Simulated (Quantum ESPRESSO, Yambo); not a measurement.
# Quasiparticle gap of WS2 (Tungstenite) in Yambo, part 3 of 3

How does a plane-wave GW calculation on WS2 (Tungstenite) run from the first input to the gap?

Quantum ESPRESSO 7.5 and Yambo 5.3.0; PBE and many-body steps on it, plane waves. Known limits of the many-body steps: not at the basis limit; no spin-orbit coupling; coarse k mesh.

So far. Step 3 (Bands along the symmetry lines): The gap is 0.981 eV, as in the run before at this level. Step 4 (Empty states on the mesh, 3×3×1 mesh, 111 bands): On this mesh the gap is 1.305 eV. The earlier step found 0.981 eV, so this mesh misses an edge.

### 6. Screening and self-energy, 3×3×1 mesh, 111 bands, screening to 95.2 eV

G0W0 replaces the xc potential by the self-energy, built once from these orbitals. Only a window of levels is corrected, while the sums run over the empty bands that the input names.

This step: G0W0 on PBE, plane waves, norm-conserving pseudopotentials.

Input file gw1.in:

```
HF_and_locXC
gw0
dyson
ppa
em1d
rim_cut
RandQpts= 1000000
RandGvec= 1 RL
EXXRLvcs= 62 Ry
VXCRLvcs= 248 Ry
Chimod= "HARTREE"
% BndsRnXp
 1 | 111 |
%
NGsBlkXp= 7 Ry
% LongDrXp
 1 | 1 | 1 |
%
% GbndRnge
 1 | 111 |
%
DysSolver= "n"
ExtendOut
PPAPntXp= 27.21138 eV
% QPkrange
 1 | 1 | 25 | 28 |
 3 | 3 | 25 | 28 |
%
```

Command:

```
$ OMP_NUM_THREADS=2 mpirun -n 4 yambo -F gw1.in -J gw1 -C gw1 > gw1.log
```

Log:

```text
 Yambo, version 5.3.0

 [02] CORE Variables Setup
 =========================

  [... cell, symmetries and grids as in the set-up ...]

  [02.05] Energies & Occupations
  ==============================

  [X] === General ===
  [X] Electronic Temperature                        :  0.000000  0.000000 [eV K]
  [X] Bosonic    Temperature                        :  0.000000  0.000000 [eV K]
  [X] Finite Temperature mode                       : no
  [X] El. density                                   :  0.49006E+24 [cm-3]
  [X] Fermi Level                                   :  11.76937 [eV]

  [X] === Gaps and Widths ===
  [X] Conduction Band Min                           :  1.305026 [eV]
  [X] Valence Band Max                              :  0.000000 [eV]
  [X] Filled Bands                                  :  26
  [X] Empty Bands                                   :   27  111
  [X] Direct Gap                                    :  1.836911 [eV]
  [X] Direct Gap localized at k                     :  3
  [X] Indirect Gap                                  :  1.305026 [eV]
  [X] Indirect Gap between kpts                     :  1  3
  [X] Last valence band width                       :  1.747709 [eV]
  [X] 1st conduction band width                     :  1.005650 [eV]

 [03] Transferred momenta grid and indexing
 ==========================================

 IBZ Q-points                                      :  3
 BZ  Q-points                                      :   9

 K/Q-points units:
 rlu = crystal or reduced units; cc = cartesian coordinates; iku = interal k-units

 Q [1]          [rlu]:  0.000000  0.000000  0.000000
 Q [2]          [rlu]:  0.30223E-17  0.33333       0.0000
 Q [3]          [rlu]:  0.333333  0.333333  0.000000

 [04] Coloumb potential Random Integration (RIM)
 ===============================================

  [04.01] RIM initialization
  ==========================

  * Diagonal components only detected *

  8 x (sBL volume)        :  0.307922 [a.u.]
  sBZ random points       :  1000000
  Points outside the sBZ  :   7981908
  RL volume               :  0.346412 [a.u.]
  Integrated volume       :  0.347197 [a.u.]

  [04.02] RIM integrals
  =====================

  Gamma point sphere radius             :  0.122489 [a.u.]
  Points outside the sphere             :   799861
  [Int_sBZ(q=0) 1/q^2]*(Vol_sBZ)^(-1/3) =:  7.615381
                                 should be <:  7.795600

  Summary of Coulomb integrals for non-metallic bands |Q|[au] RIM/Bare

  Q [1] 0.100000E-4 0.976882 * Q [2] 0.405861 1.110454
  Q [3] 0.702972 1.037812

 [05] Dipoles
 ============

  [05.01] Setup: observables and procedures
  =========================================

  [WARNING] [x,Vnl] slows the Dipoles computation. To neglect it rename the ns.kb_pp file

 [06] Dynamic Dielectric Matrix (PPA)
 ====================================

 [WR./gw1//ndb.pp]---------------------------------------------------------------
  Brillouin Zone Q/K grids (IBZ/BZ)                :   3   9   3   9
  RL vectors                                       :   7581 [WF]
  Coulomb cutoff potential                         : none
  Electronic Temperature                           :  0.000000 [K]
  Bosonic    Temperature                           :  0.000000 [K]
  PPA    diel. fun.  energies                      : Perdew, Burke & Ernzerhof(X)+Perdew, Burke & Ernzerhof(C)
  wavefunctions                                    : Perdew, Burke & Ernzerhof(X)+Perdew, Burke & Ernzerhof(C)
  Global Gauge                                     : length
  X matrix size                                    :  241
  X band range                                     :    1  111
  X e/h energy range                               : -1.000000 -1.000000 [eV]
  X Time ordering                                  : R
  X Hxc Kernel                                     : HARTREE
  X Drude frequency                                :  0.000000  0.000000
  X poles                                          :  100.0000 [o/o]
  RL vectors in the sum                            :   7581
  [r,Vnl] included                                 : yes
  Field direction                                  :  0.577350E-5  0.577350E-5  0.577350E-5
  BZ energy Double Grid                            : no
  BZ energy DbGd points                            : 0
  BZ Q point size factor                           : -1.000000
  X Optical Averaged directions                    : none

 [07] Local Exchange-Correlation + Non-Local Fock
 ================================================

 [VXC] Plane waves :   47139
 [EXS] Plane waves :   5909

 QP @ state[ 1 ] K range:  1  1
 QP @ state[ 1 ] b range:  25  28
 QP @ state[ 2 ] K range:  3  3
 QP @ state[ 2 ] b range:  25  28

 [xc] Functional : Perdew, Burke & Ernzerhof(X)+Perdew, Burke & Ernzerhof(C)
 [xc] LIBXC used to calculate xc functional
  PP Number of Atomic Species                      :  2
  NLCC RL compoments                               :   47139
  PP Number of Atomic Species                      :  2
  NLCC RL compoments                               :   47139

 [xc] E_xc :  -24.49170 [Ha]
      E_xc :  -48.98340 [Ry]

  Local XC kind (lXC) : Perdew, Burke & Ernzerhof(X)+Perdew, Burke & Ernzerhof(C)
  Non-Local XC kind (nlXC) : Hartree-Fock

  Corrections @ K [1] :  [eV]
 <25|nlXC|25> = -15.27795  0.10069E-16 <25|lXC|25> = -14.43737  0.37763E-15
 <26|nlXC|26> = -16.01863  0.49213E-17 <26|lXC|26> = -15.56265  0.000000
 <27|nlXC|27> = -10.40322 -0.21490E-17 <27|lXC|27> = -15.23148  0.000000
 <28|nlXC|28> = -10.40209 -0.50887E-17 <28|lXC|28> = -15.23148  0.000000

  Corrections @ K [3] :  [eV]
 <25|nlXC|25> = -15.89993 -0.76316E-17 <25|lXC|25> = -15.01652 -0.23602E-16
 <26|nlXC|26> = -16.25357  0.77388E-17 <26|lXC|26> = -15.44580  0.000000
 <27|nlXC|27> = -11.32566 -0.78374E-18 <27|lXC|27> = -16.35234  0.36878E-18
 <28|nlXC|28> = -11.32567  0.39275E-17 <28|lXC|28> = -16.35234  0.18882E-15

  [07.01] Hartree-Fock occupations report
  =======================================

  [Hartree-Fock] === General ===
  [Hartree-Fock] Electronic Temperature             :  0.000000  0.000000 [eV K]
  [Hartree-Fock] Bosonic    Temperature             :  0.000000  0.000000 [eV K]
  [Hartree-Fock] Finite Temperature mode            : no
  [Hartree-Fock] El. density                        :  0.49006E+24 [cm-3]
  [Hartree-Fock] Fermi Level                        :  11.76937 [eV]

  [Hartree-Fock] === Gaps and Widths ===
  [Hartree-Fock] Conduction Band Min                :  1.665977 [eV]
  [Hartree-Fock] Valence Band Max                   : -0.455980 [eV]
  [Hartree-Fock] Filled Bands                       :  26
  [Hartree-Fock] Empty Bands                        :   27  111
  [Hartree-Fock] Direct Gap                         :  3.413686 [eV]
  [Hartree-Fock] Direct Gap localized at k          :  2
  [Hartree-Fock] Indirect Gap                       :  2.121957 [eV]
  [Hartree-Fock] Indirect Gap between kpts          :  1  2
  [Hartree-Fock] Last valence band width            :  1.291729 [eV]
  [Hartree-Fock] 1st conduction band width          :  5.472965 [eV]

 [08] Dyson equation: Newton solver
 ==================================

  [08.01] G0W0 (W PPA)
  ====================

  [  GW  ] Bands range     :    1  111
  [GW/PPA] G damping       :  0.100000 [eV]

  QP @ state[ 1 ] K range:  1  1
  QP @ state[ 1 ] b range:  25  28
  QP @ state[ 2 ] K range:  3  3
  QP @ state[ 2 ] b range:  25  28

   Sc/G bands                                       :    1  111
   Sc/G damping                                     :  0.100000 ev
   Sc bands terminator                              : no
   Sx RL components                                 :   5909

   QP @ state[ 1 ] K range                          :  1  1
   QP @ state[ 1 ] b range                          :  25  28
   QP @ state[ 2 ] K range                          :  3  3
   QP @ state[ 2 ] b range                          :  25  28
   GF energies kind                                 : Perdew, Burke & Ernzerhof(X)+Perdew, Burke & Ernzerhof(C)
   GF WF`s kind                                     : Perdew, Burke & Ernzerhof(X)+Perdew, Burke & Ernzerhof(C)
   Xs energies kind                                 : Perdew, Burke & Ernzerhof(X)+Perdew, Burke & Ernzerhof(C)
   Xs WF`s kind                                     : Perdew, Burke & Ernzerhof(X)+Perdew, Burke & Ernzerhof(C)

 [11] Game Over & Game summary
```

The job ended after 11 s (4 MPI ranks of Intel Xeon 6975P-C (Granite Rapids), shared host; peak memory 1.5 GiB).

Numbers from this step:

```
G0W0 gap on the points computed              : 2.015 eV
starting gap on the mesh                     : 1.305 eV
k of the valence top                         : 0, 0, 0
k of the conduction bottom                   : 0.3333, 0.3333, 0
least direct G0W0 gap on the computed points : 2.582 eV
Z at the valence top                         : 0.7947
Z at the conduction bottom                   : 0.7965
```

The gap on the mesh goes from 1.31 eV to 2.01 eV, a correction of +0.71 eV. The start differs from the 0.98 eV found before because the two sample other k points.

Limits: finite bands, cutoff and mesh; no spin-orbit coupling; coarse k mesh. v1 is the top filled band, c1 the lowest empty one. Levels before and after the correction, in eV, zero at the valence-band top of each column:

```csv
,conduction bottom,valence top
Kohn-Sham,1.31,0.00
G0W0,2.01,0.00
```

```csv
,level,energy (eV)
Kohn-Sham,Γ v2,-1.221
Kohn-Sham,Γ v1,0.000
Kohn-Sham,Γ c1-c2,2.311
Kohn-Sham,(0.333 0.333 0) v2,-0.739
Kohn-Sham,(0.333 0.333 0) v1,-0.532
Kohn-Sham,(0.333 0.333 0) c1-c2,1.305
G0W0,Γ v2,-1.362
G0W0,Γ v1,0.000
G0W0,Γ c1-c2,2.864
G0W0,(0.333 0.333 0) v2,-0.826
G0W0,(0.333 0.333 0) v1,-0.567
G0W0,(0.333 0.333 0) c1-c2,2.015
```

### 7. Where the time went

Times are wall times on the hardware named with each run, good to a factor of about two.

```
                          step   time  share  memory (GiB)
                  ground state   11 s   27 %          0.78
bands along the symmetry lines   13 s   32 %          0.71
      empty states on the mesh  3.9 s   10 %          0.62
         conversion and set-up  2.2 s    5 %          0.24
     screening and self-energy   11 s   26 %           1.5
```

### 8. Summary of results

| Item | Value |
| --- | --- |
| PBE gap | 0.98 eV, indirect |
| G0W0 gap on the mesh | 2.01 eV |
| G0W0 gap over the zone (rigid shift) | 1.69 eV |
| GW settings | 3×3×1 mesh, 111 bands, screening to 95.2 eV, Godby-Needs plasmon pole |
| known limits | not at the basis limit; no spin-orbit coupling; coarse k mesh |

G0W0 moves the gap on the mesh from 1.31 eV to 2.01 eV (+0.71 eV), with Z of 0.79 and 0.80 at the edges. The mesh misses the band edges by 0.32 eV in all; a rigid shift gives 1.69 eV for the zone. Only 2 of the mesh's irreducible points were corrected, so a valley elsewhere could overtake. Bands and cutoff are finite, so the gap is not at the basis limit. The miss can reach some tenths of an eV and take either sign; the mesh is an error of its own. In the G0W0 run levels were corrected at 2 k points alone, so a gap called «on the mesh» is the least over those, and an edge elsewhere would be missed. A denser mesh or path gives a starting gap of 0.98 eV: the GW mesh misses a band edge, so its gaps are not the fundamental one. The 3×3×1 mesh is coarse for this cell, which bears on the long-range parts of exchange and screening. The many-body steps are scalar-relativistic: spin-orbit coupling is not in them.

[Paths, hosts, dates, memory and timing lines, banners, echoed tables and standing remarks are left out of the program output.]

[Logs are printed without paths, hosts, clocks, repeated set-up lines and the standing remarks that a program may print on its own settings, such as how far it seeks lower states.]

[Runs of the session that timed out or met a known fault of the program may be left out.]

[Hosts, paths, dates, database ids (printed as entryN), source tags and the programs' standing remarks are cut or masked in the printed files.]
